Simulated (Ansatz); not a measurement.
# How fast states decay through Rb2AlCuCl6

Wanted: the relaxed cell of Rb2AlCuCl6, its band edges and its decay constants. It is built by putting Cu for Na, Cl for F in the Rb2NaAlF6 structure of space group Fm-3m, with the volume rescaled by atomic radii. The parent structure comes from the Materials Project.

Program: Ansatz 0.2.0. Level of theory: r2SCAN DFT, plane waves, PAW files, in the first sound run; inputs show where later runs differ. Results are calculated unless marked as measured.

The structure was built from a prototype and need not be the compound's stable phase.

### Step 1. The structure

Symmetry: Fm-3m, No. 225, cubic system. Conventional cell: a = 9.199 Å, b = 9.199 Å, c = 9.199 Å, α = 90.00°, β = 90.00°, γ = 90.00°. Nearest to Rb lie 12 Cl at 3.26 Å. Cu has 6 Cl at 2.59 Å nearest. Nearest to Al lie 6 Cl at 2.01 Å. Nearest to Cl lie 1 Al at 2.01 Å and 1 Cu at 2.59 Å and 4 Rb at 3.26 Å. It derives from Rb2NaAlF6. Cu for Na, Cl for F in the Rb2NaAlF6 structure of space group Fm-3m. Farther neighbours and most contacts between anions are not listed.

Structure file:

```cif
data_structure
_symmetry_space_group_name_H-M 'Fm-3m'
_symmetry_Int_Tables_number 225
_cell_length_a 9.1985
_cell_length_b 9.1985
_cell_length_c 9.1985
_cell_angle_alpha 90.000
_cell_angle_beta 90.000
_cell_angle_gamma 90.000
_cell_volume 778.32
loop_
_atom_site_label
_atom_site_type_symbol
_atom_site_symmetry_multiplicity
_atom_site_Wyckoff_symbol
_atom_site_fract_x
_atom_site_fract_y
_atom_site_fract_z
_atom_site_occupancy
Rb1 Rb 8 c 0.25000 0.25000 0.75000 1
Cu1 Cu 4 b 0.50000 0.00000 0.00000 1
Al1 Al 4 a 0.00000 0.00000 0.00000 1
Cl1 Cl 24 e 0.21890 0.00000 0.00000 1
```

### Step 2. Cell and atoms at rest

The substituted atoms don't fit the parent's cell, so cell and atoms relax together. A small smearing keeps the run stable in case the gap closes on the way.

input.yaml reads:

```yaml
crystal:
  lattice:
    - [0.0, 4.5992709762, 4.5992709762]
    - [4.5992709762, 0.0, 4.5992709762]
    - [4.5992709762, 4.5992709762, 0.0]
  atoms:
    - { symbol: Rb, position: [0.75, 0.75, 0.75] }
    - { symbol: Rb, position: [0.25, 0.25, 0.25] }
    - { symbol: Cu, position: [0.5, 0.5, 0.5] }
    - { symbol: Al, position: [0.0, 0.0, 0.0] }
    - { symbol: Cl, position: [0.781097, 0.218903, 0.218903] }
    - { symbol: Cl, position: [0.218903, 0.218903, 0.781097] }
    - { symbol: Cl, position: [0.218903, 0.781097, 0.781097] }
    - { symbol: Cl, position: [0.218903, 0.781097, 0.218903] }
    - { symbol: Cl, position: [0.781097, 0.218903, 0.781097] }
    - { symbol: Cl, position: [0.781097, 0.781097, 0.218903] }
kpoints:
  mp_grid: { grid: [4, 4, 4] }
scf:
  occupations: { method: gaussian, width: 0.03 }
hamiltonian:
  xc: r2scan
output:
  forces: true
  stress: true
relax:
  f_tol: 0.02
  max_steps: 60
  cell: {}
```

Started as:

```bash
> ansatz run input.yaml --threads 2 --pin off --max-ram 4096MiB --backend cpu --events-out ev --progress --plain --runs-dir out
```

Numbers of over 12 decimals in the logs are rounded to 6 here.

Output:

```text
Engine: ansatz 0.2.0, x86_64-unknown-linux-gnu
Pseudopotentials: kind: paw
Pseudopotential: Rb, paw, valence charge 9, recommended cutoff 500 eV (meta_gga), Rb.paw.azcp
Pseudopotential: Cu, paw, valence charge 19, recommended cutoff 500 eV (meta_gga), Cu.paw.azcp
Pseudopotential: Al, paw, valence charge 3, recommended cutoff 500 eV (meta_gga), Al.paw.azcp
Pseudopotential: Cl, paw, valence charge 7, recommended cutoff 500 eV (meta_gga), Cl.paw.azcp
Functional definition: r2SCAN
  parameter k0 = 0.174
  parameter k1 = 0.065
  parameter a1 = 4.9479
  exchange = r2scan_x(k0 = k0, k1 = k1, a1 = a1)
  correlation = r2scan_c
Crystal: 10 atoms, lattice volume = 194.579 Å³
Basis set: ecut = 500 eV, 4957 PW (Γ), exchange–correlation on 192×192×192 points (64 copies of the dense FFT grid, shifted against one another)
Bands: 51, of which v1, the nominal top of the filled ones, is band 41 counted from 1 (40 counted from 0)
Symmetry: 48 space group operations
Space group: Fm-3m (ITA 225), of the structure as read, at distance tolerance 5.8e-5 Å
k-points: 8 of 64
Non-local potential: Rb, projectors of the file, l = 0: 3, l = 1: 2, l = 2: 2
Non-local potential: Cu, projectors of the file, l = 0: 3, l = 1: 2, l = 2: 3, l = 3: 1
Non-local potential: Al, projectors of the file, l = 0: 2, l = 1: 2, l = 2: 1
Non-local potential: Cl, projectors of the file, l = 0: 2, l = 1: 2, l = 2: 2
PAW form: soft (Blöchl's): semilocal exchange-correlation on the pseudo side does not see the compensation charge
PAW frozen core: Rb, regenerated for the run's functional (the file was generated under x = pbe(κ = 0.804, μ = 0.219515), c = pbe(β = 0.066725))
PAW frozen core: Cu, regenerated for the run's functional (the file was generated under x = pbe(κ = 0.804, μ = 0.219515), c = pbe(β = 0.066725))
PAW frozen core: Al, regenerated for the run's functional (the file was generated under x = pbe(κ = 0.804, μ = 0.219515), c = pbe(β = 0.066725))
PAW frozen core: Cl, regenerated for the run's functional (the file was generated under x = pbe(κ = 0.804, μ = 0.219515), c = pbe(β = 0.066725))
PAW one-centre angular grid: Rb, 302 points (default); XC on 160 Gauss nodes
PAW one-centre angular grid: Cu, 590 points (default); XC on 160 Gauss nodes
PAW one-centre angular grid: Al, 302 points (default); XC on 160 Gauss nodes
PAW one-centre angular grid: Cl, 302 points (default); XC on 160 Gauss nodes
Initial density: superposition of atomic densities (neutral atoms: chi_scale 0, normalization atom), corrected by the library's trained network
Initial wavefunctions: pseudopotential atomic-orbital guess
Functional: x = r2scan, c = r2scan; τ floored in thin density (d = 2e-4 eV/Å³)
SCF iter   1: F=—  HF=-20240.452156 eV  |F-HF|=—  |Δ(HF+E_count)|=         —  Δρ=1.39e-2  dr2=2.20e-1  dr2_τ=1.18e-1  ethr=1.77e-3  ⟨swp⟩=8.6  Hψ=1999  notcnv=0  defer=6
preconditioner: auto → Resta (q_TF=auto, 2.362 Å⁻¹)  ε∞=3.8  [insulator: Δε(μ)=2.542 eV  Ē_g=13.394 eV  σ=0.030 eV  W_gap=1.00  n_scr=50 (ndim 8)  ℏωp=22.3 eV  f_vac=0.009  D(μ)=0.00/eV (n_scr^D=0)  ε∞_Penn≈3.8]
SCF iter   2: F=—  HF=-20240.669726 eV  |F-HF|=—  |Δ(HF+E_count)|=   2.18e-1  Δρ=6.62e-3  dr2=4.32e-2  dr2_τ=2.45e-3  ethr=2.68e-4  ⟨swp⟩=3.0  Hψ=893  notcnv=0  defer=25
SCF iter   3: F=—  HF=-20240.646834 eV  |F-HF|=—  |Δ(HF+E_count)|=   2.29e-2  Δρ=3.57e-3  dr2=1.37e-2  dr2_τ=2.82e-4  ethr=5.27e-5  ⟨swp⟩=2.6  Hψ=843  notcnv=0  defer=22
automatic band count: iteration 3 solves 50 bands in place of 51: the levels show a gap, and the empty bands left out lie too high to hold charge; the band table lists the bands solved (type scf.n_extra_bands for more)
SCF iter   4: F=—  HF=-20240.643195 eV  |F-HF|=—  |Δ(HF+E_count)|=   3.64e-3  Δρ=6.39e-4  dr2=4.61e-4  dr2_τ=9.71e-5  ethr=1.67e-5  ⟨swp⟩=2.2  Hψ=525  notcnv=0  defer=14
automatic band count: iteration 4 solves 49 bands in place of 50: the levels show a gap, and the empty bands left out lie too high to hold charge; the band table lists the bands solved (type scf.n_extra_bands for more)
SCF iter   5: F=—  HF=-20240.643353 eV  |F-HF|=—  |Δ(HF+E_count)|=   1.58e-4  Δρ=2.47e-4  dr2=8.09e-5  dr2_τ=4.08e-6  ethr=5.63e-7  ⟨swp⟩=2.0  Hψ=543  notcnv=0  defer=14
SCF iter   6: F=—  HF=-20240.643195 eV  |F-HF|=—  |Δ(HF+E_count)|=   1.58e-4  Δρ=6.16e-5  dr2=7.32e-6  dr2_τ=5.83e-7  ethr=9.87e-8  ⟨swp⟩=2.6  Hψ=649  notcnv=0  defer=14
SCF iter   7: F=—  HF=-20240.643196 eV  |F-HF|=—  |Δ(HF+E_count)|=   6.26e-7  Δρ=2.36e-5  dr2=7.01e-7  dr2_τ=2.90e-8  ethr=8.92e-9  ⟨swp⟩=2.0  Hψ=601  notcnv=0  defer=14
SCF iter   8: F=-20240.643196 eV  HF=-20240.643196 eV  |F-HF|=5.89e-10  |Δ(HF+E_count)|=   3.75e-7  Δρ=3.51e-6  dr2=1.89e-8  dr2_τ=1.18e-9  ethr=1.22e-10  ⟨swp⟩=5.0  Hψ=1441  notcnv=0
SCF 1 converged in 8 iterations: F = -20240.643196 eV  dr2 = 1.89e-8
  greatest PAW one-centre occupation: 1.001 electrons in one spin orbital (limit 2), on the Cu atom at site 2 (counted from 0), in its partial waves of l = 1
relax step   1: F+E_penalty+E_count = -20240.64319636 eV  Δ(F+E_penalty+E_count) = +0.000e0 eV  max|allowed force component| = 6.527e0 eV/Å  Δτ_max = 0.0000 Å  P = +23.916 GPa  Ω = 194.579 Å³  (8 SCF iters, dr2 threshold 1.00e-7 eV, accepted)
Crystal: 10 atoms, lattice volume = 224.032 Å³
Basis set: ecut = 500 eV, 5769 PW (Γ), exchange–correlation on 192×192×192 points (64 copies of the dense FFT grid, shifted against one another)
Initial density: handed on by an earlier stage of this run
Initial wavefunctions: those handed on with the density
iter 1 solved again at ethr=6.80e-4 eV; its pass at ethr=3.10e-3 eV (dr2=5.57e-1 eV) is discarded
SCF iter   1: F=—  HF=-20243.839874 eV  |F-HF|=—  |Δ(HF+E_count)|=         —  Δρ=1.60e-2  dr2=5.66e-1  dr2_τ=3.12e0  ethr=6.80e-4  ⟨swp⟩=1.2  Hψ=2092  notcnv=0
automatic band count: iteration 1 solves 47 bands in place of 51: the levels show a gap, and the empty bands left out lie too high to hold charge; the band table lists the bands solved (type scf.n_extra_bands for more)
preconditioner: auto → Resta (q_TF=auto, 2.308 Å⁻¹)  ε∞=3.9  [insulator: Δε(μ)=0.987 eV  Ē_g=12.134 eV  σ=0.030 eV  W_gap=1.00  n_scr=58 (ndim 8)  ℏωp=20.8 eV  f_vac=0.023  D(μ)=0.00/eV (n_scr^D=0)  ε∞_Penn≈3.9]
SCF iter   2: F=—  HF=-20245.993108 eV  |F-HF|=—  |Δ(HF+E_count)|=    2.15e0  Δρ=9.33e-3  dr2=1.19e-1  dr2_τ=5.05e-3  ethr=6.80e-4  ⟨swp⟩=4.1  Hψ=769  notcnv=0
SCF iter   3: F=—  HF=-20245.969911 eV  |F-HF|=—  |Δ(HF+E_count)|=   2.32e-2  Δρ=6.52e-3  dr2=8.38e-2  dr2_τ=7.27e-4  ethr=1.45e-4  ⟨swp⟩=3.1  Hψ=851  notcnv=0  defer=10
[...]
preconditioner: auto → Resta (q_TF=auto, 2.297 Å⁻¹)  ε∞=3.8  [insulator: Δε(μ)=1.258 eV  Ē_g=12.184 eV  σ=0.030 eV  W_gap=1.00  n_scr=58 (ndim 8)  ℏωp=20.5 eV  f_vac=0.020  D(μ)=0.00/eV (n_scr^D=0)  ε∞_Penn≈3.8]
SCF iter   2: F=—  HF=-20246.060816 eV  |F-HF|=—  |Δ(HF+E_count)|=   4.17e-2  Δρ=1.15e-3  dr2=1.81e-3  dr2_τ=5.96e-5  ethr=9.46e-6  ⟨swp⟩=3.4  Hψ=778  notcnv=0
SCF iter   3: F=—  HF=-20246.060426 eV  |F-HF|=—  |Δ(HF+E_count)|=   3.90e-4  Δρ=6.02e-4  dr2=9.24e-4  dr2_τ=7.51e-6  ethr=2.21e-6  ⟨swp⟩=2.2  Hψ=712  notcnv=0
SCF iter   4: F=—  HF=-20246.060141 eV  |F-HF|=—  |Δ(HF+E_count)|=   2.85e-4  Δρ=2.21e-4  dr2=1.44e-4  dr2_τ=4.38e-6  ethr=1.13e-6  ⟨swp⟩=2.0  Hψ=480  notcnv=0
SCF iter   5: F=—  HF=-20246.060138 eV  |F-HF|=—  |Δ(HF+E_count)|=   2.39e-6  Δρ=1.05e-4  dr2=2.28e-5  dr2_τ=7.12e-7  ethr=1.76e-7  ⟨swp⟩=2.0  Hψ=598  notcnv=0
SCF iter   6: F=—  HF=-20246.060141 eV  |F-HF|=—  |Δ(HF+E_count)|=   2.93e-6  Δρ=1.72e-5  dr2=1.12e-6  dr2_τ=4.89e-8  ethr=2.78e-8  ⟨swp⟩=2.0  Hψ=598  notcnv=0
SCF iter   7: F=-20246.060142 eV  HF=-20246.060142 eV  |F-HF|=1.74e-8  |Δ(HF+E_count)|=   2.81e-7  Δρ=3.85e-6  dr2=4.38e-8  dr2_τ=1.48e-9  ethr=1.22e-9  ⟨swp⟩=4.0  Hψ=1360  notcnv=0
SCF 3 converged in 7 iterations: F = -20246.060142 eV  dr2 = 4.38e-8
relax step   3: F+E_penalty+E_count = -20246.06014164 eV  Δ(F+E_penalty+E_count) = -1.051e-1 eV  max|allowed force component| = 2.380e-1 eV/Å  Δτ_max = 0.0113 Å  P = +1.148 GPa  Ω = 230.368 Å³  energy of the carried Pulay correction = -6.892e-3 eV  (7 SCF iters, dr2 threshold 1.00e-6 eV, accepted)
[...]
relax step   4: F+E_penalty+E_count = -20246.08387117 eV  Δ(F+E_penalty+E_count) = -2.373e-2 eV  max|allowed force component| = 2.961e-2 eV/Å  Δτ_max = 0.0094 Å  P = +0.099 GPa  Ω = 234.709 Å³  energy of the carried Pulay correction = -7.651e-3 eV  (6 SCF iters, dr2 threshold 1.00e-6 eV, accepted)
[...]
relax step   5: F+E_penalty+E_count = -20246.08409394 eV  Δ(F+E_penalty+E_count) = -2.228e-4 eV  max|allowed force component| = 4.515e-4 eV/Å  Δτ_max = 0.0019 Å  P = +0.001 GPa  Ω = 235.056 Å³  energy of the carried Pulay correction = -7.711e-3 eV  (6 SCF iters, dr2 threshold 5.48e-8 eV, accepted)
Basis set: ecut = 500 eV, 5961 PW (Γ), exchange–correlation on 216×216×216 points (64 copies of the dense FFT grid, shifted against one another)
Initial wavefunctions: pseudopotential atomic-orbital guess (no wavefunctions were taken with the density)
iter 1 solved again at ethr=5.48e-7 eV; its pass at ethr=3.10e-3 eV (dr2=4.49e-4 eV) is discarded
SCF iter   1: F=—  HF=-20246.093235 eV  |F-HF|=—  |Δ(HF+E_count)|=         —  Δρ=3.17e-4  dr2=3.39e-5  dr2_τ=1.26e-4  ethr=5.48e-7  ⟨swp⟩=4.2  Hψ=3286  notcnv=0
preconditioner: auto → Resta (q_TF=auto, 2.289 Å⁻¹)  ε∞=3.5  [insulator: Δε(μ)=1.204 eV  Ē_g=12.721 eV  σ=0.030 eV  W_gap=1.00  n_scr=58 (ndim 8)  ℏωp=20.3 eV  f_vac=0.021  D(μ)=0.00/eV (n_scr^D=0)  ε∞_Penn≈3.5]
SCF iter   2: F=—  HF=-20246.093620 eV  |F-HF|=—  |Δ(HF+E_count)|=   3.85e-4  Δρ=2.95e-4  dr2=9.52e-5  dr2_τ=1.41e-5  ethr=4.14e-8  ⟨swp⟩=2.0  Hψ=744  notcnv=0
SCF iter   3: F=—  HF=-20246.093688 eV  |F-HF|=—  |Δ(HF+E_count)|=   6.82e-5  Δρ=1.61e-4  dr2=2.96e-5  dr2_τ=2.72e-6  ethr=4.14e-8  ⟨swp⟩=2.0  Hψ=734  notcnv=0
SCF iter   4: F=—  HF=-20246.093682 eV  |F-HF|=—  |Δ(HF+E_count)|=   6.23e-6  Δρ=1.34e-5  dr2=1.97e-7  dr2_τ=1.52e-8  ethr=3.62e-8  ⟨swp⟩=2.0  Hψ=734  notcnv=0
SCF iter   5: F=—  HF=-20246.093597 eV  |F-HF|=—  |Δ(HF+E_count)|=   8.54e-5  Δρ=4.31e-6  dr2=1.30e-8  dr2_τ=7.03e-9  ethr=2.40e-10  ⟨swp⟩=2.0  Hψ=734  notcnv=0
SCF iter   6: F=—  HF=-20246.093597 eV  |F-HF|=—  |Δ(HF+E_count)|=   3.27e-8  Δρ=5.67e-7  dr2=6.51e-10  dr2_τ=2.20e-10  ethr=1.59e-11  ⟨swp⟩=2.0  Hψ=638  notcnv=0
SCF iter   7: F=-20246.093597 eV  HF=-20246.093597 eV  |F-HF|=1.82e-11  |Δ(HF+E_count)|=  7.64e-11  Δρ=1.64e-7  dr2=6.63e-11  dr2_τ=3.18e-12  ethr=1.00e-12  ⟨swp⟩=5.0  Hψ=1508  notcnv=0
SCF 6 converged in 7 iterations: F = -20246.093597 eV  dr2 = 6.63e-11
relax step   6: F+E_penalty+E_count = -20246.09359655 eV  Δ(F+E_penalty+E_count) = -9.503e-3 eV  max|allowed force component| = 8.884e-4 eV/Å  Δτ_max = 0.0000 Å  P = +0.014 GPa  Ω = 235.056 Å³  stress off target by 1.40e-2 GPa  SCF on the basis re-selected at this cell (its energy is not comparable with the rows above)  (7 SCF iters)
basis re-selected at this cell: Δ(F+E_penalty+E_count) = -9.503e-3 eV, ΔP = +0.013 GPa vs the last step (what re-selecting the basis moved, of the pressure what is left beyond the Pulay correction that the steps carried, after the strain that the cell walked since its last selection, with what the two solves' SCF thresholds leave and, on support functions, any second-order correction that the steps lacked; it is no measure of the basis error at this ecutwfc). The dense FFT grid was sized anew with the basis: this SCF ran on 54×54×54 points, the steps before it on 48×48×48, so part of this shift can come from that change (see relax.cell in the input reference). [rest of the remark cut]
SCF converged after 7 iterations
Free energy (F): -20246.093597 eV
Harris-Foulkes:  -20246.093597 eV  (|F-HF|=1.82e-11)
Internal energy: -20246.093597 eV  (E = F + TS)
E sigma→0 (E₀):  -20246.093597 eV
Fermi energy:    5.757544 eV
--- Per-component energies (eV) ---
  E_band       = -794.701149
  E_kinetic    = 1682.265992
  E_local      = -9039.521701  (includes V_loc(G=0)·N_el)
  E_nonlocal   = 943.051705
  E_hartree    = 3699.794912
  E_xc         = -995.220537
  E_vxc        = -1264.945462  (∫ρ·V_xc dr)
  E_paw        = -11442.131609  (= ΣΔE_a)
  E_vpaw       = -582.884250  (= ΣTr[D̂ρ^β])
  E_aug_tail   = 0.000368  (compensation charges beyond the density's cutoff)
  E_vtau       = 67.742639  (kinetic-family band-sum trace: ∫τ·v_τ [+ j·A + Jᵃ·Aᵃ] dr)
  E_ewald      = -5092.859214
  E_core_change = -1.473512  (= ΣΔE_core)
  E_smearing   = -0.000000  (= −TS)
  E_closure    = 0.000000  (closes the sum)
  Σ components = -20246.093597   (vs F -20246.093597, Δ=0.00e0)
--- Forces (eV/Å), atoms counted from 1 ---
  atom   1  Rb     0.00000000     0.00000000    -0.00000000
  atom   2  Rb    -0.00000000    -0.00000000     0.00000000
  atom   3  Cu     0.00000000    -0.00000000     0.00000000
  atom   4  Al     0.00000000    -0.00000000    -0.00000000
  atom   5  Cl    -0.00088841     0.00000000     0.00000000
  atom   6  Cl     0.00000000     0.00000000    -0.00088841
  atom   7  Cl     0.00088841    -0.00000000    -0.00000000
  atom   8  Cl     0.00000000    -0.00088841     0.00000000
  atom   9  Cl    -0.00000000     0.00088841    -0.00000000
  atom  10  Cl    -0.00000000     0.00000000     0.00088841
  max |Σ_I F_I| component: 1.28e-17 eV/Å
--- Stress (GPa, compression-positive) ---
        0.014017      -0.000000      -0.000000
       -0.000000       0.014017      -0.000000
       -0.000000      -0.000000       0.014017
  P = ⅓ Tr σ = 0.0140 GPa (0.140 kbar)
--- Relaxed structure (5 steps of the walk, 5 accepted, 1 SCFs on fresh bases) ---
  F+E_penalty+E_count = -20246.09359655 eV   max|allowed force component| = 8.884e-4 eV/Å   (the final SCF, on the basis selected at the relaxed cell)
  cell:  # Å, volume = 235.0561 Å³
    - [0, 4.898320, 4.898320]
    - [4.898320, 0, 4.898320]
    - [4.898320, 4.898320, 0]
  atoms:
    - { symbol: Rb, position: [0.750000, 0.750000, 0.750000] }
    - { symbol: Rb, position: [0.25, 0.25, 0.25] }
    - { symbol: Cu, position: [0.5, 0.5, 0.5] }
    - { symbol: Al, position: [-3.394562174001501e-19, 3.3945621740015018e-19, 3.01738859911244e-19] }
    - { symbol: Cl, position: [0.759952, 0.240048, 0.240048] }
    - { symbol: Cl, position: [0.240048, 0.240048, 0.759952] }
    - { symbol: Cl, position: [0.240048, 0.759952, 0.759952] }
    - { symbol: Cl, position: [0.240048, 0.759952, 0.240048] }
    - { symbol: Cl, position: [0.759952, 0.240048, 0.759952] }
    - { symbol: Cl, position: [0.759952, 0.759952, 0.240048] }
```

Elapsed: 27 s, on 2 threads of Intel Xeon 6975P-C (Granite Rapids), shared host; peak memory 1.3 GiB.

The steps of the relaxation:

| step | energy less that of the first step (eV) | largest force component (eV/Å) | pressure (GPa) | volume (Å³) |
| --- | --- | --- | --- | --- |
| 1 | 0.0000 | 6.5269 | 23.92 | 194.58 |
| 2 | -5.3119 | 0.5504 | 2.86 | 224.03 |
| 3 | -5.4169 | 0.2380 | 1.15 | 230.37 |
| 4 | -5.4407 | 0.0296 | 0.10 | 234.71 |
| 5 | -5.4409 | 0.0005 | 0.00 | 235.06 |
| 6* | -5.4504 | 0.0009 | 0.01 | 235.06 |

Relaxation steps marked * repeat the geometry before them on a plane-wave basis chosen anew for their cell, so energy and pressure can jump there.

Forces are held to the 48 operations that the run works with; a distortion that breaks them can't arise in this run.

```
conventional cell, symmetrised  before  after   change
                         a (Å)   9.199  9.797   +6.5 %
                         b (Å)   9.199  9.797   +6.5 %
                         c (Å)   9.199  9.797   +6.5 %
              volume (Å³/atom)   19.46  23.51  +20.8 %
```

The atoms that moved most (Å, as changes of fractional coordinates times the final cell):

```
atom      dx      dy      dz  length
 Cl5   0.207   0.000   0.000   0.207
 Cl6   0.000   0.000   0.207   0.207
 Cl8   0.000   0.207   0.000   0.207
 Cl9   0.000  -0.207   0.000   0.207
Cl10   0.000   0.000  -0.207   0.207
 Cl7  -0.207   0.000   0.000   0.207
```

Final coordinates:

```cif
data_structure
_symmetry_space_group_name_H-M 'P 1'
_symmetry_Int_Tables_number 1
_cell_length_a 6.9273
_cell_length_b 6.9273
_cell_length_c 6.9273
_cell_angle_alpha 60.000
_cell_angle_beta 60.000
_cell_angle_gamma 60.000
_cell_volume 235.06
loop_
_atom_site_label
_atom_site_type_symbol
_atom_site_fract_x
_atom_site_fract_y
_atom_site_fract_z
_atom_site_occupancy
Rb1 Rb 0.75000 0.75000 0.75000 1
Rb2 Rb 0.25000 0.25000 0.25000 1
Cu3 Cu 0.50000 0.50000 0.50000 1
Al4 Al 0.00000 0.00000 0.00000 1
Cl5 Cl 0.75995 0.24005 0.24005 1
Cl6 Cl 0.24005 0.24005 0.75995 1
Cl7 Cl 0.24005 0.75995 0.75995 1
Cl8 Cl 0.24005 0.75995 0.24005 1
Cl9 Cl 0.75995 0.24005 0.75995 1
Cl10 Cl 0.75995 0.75995 0.24005 1
```

This step gave:

```yaml
free_energy: -20246.0936 eV
fermi_energy: 5.758 eV
pressure: 0.01402 GPa
```

The largest force component on a free atom ends at 8.9e-4 eV/Å.

(Part 1 of 3 ends here.)

[Logs are printed without paths, hosts, clocks, repeated set-up lines and the standing remarks that a program may print on its own settings, such as how far it seeks lower states.]

[Hosts, paths, dates, database ids (printed as entryN), source tags and the programs' standing remarks are cut or masked in the printed files.]
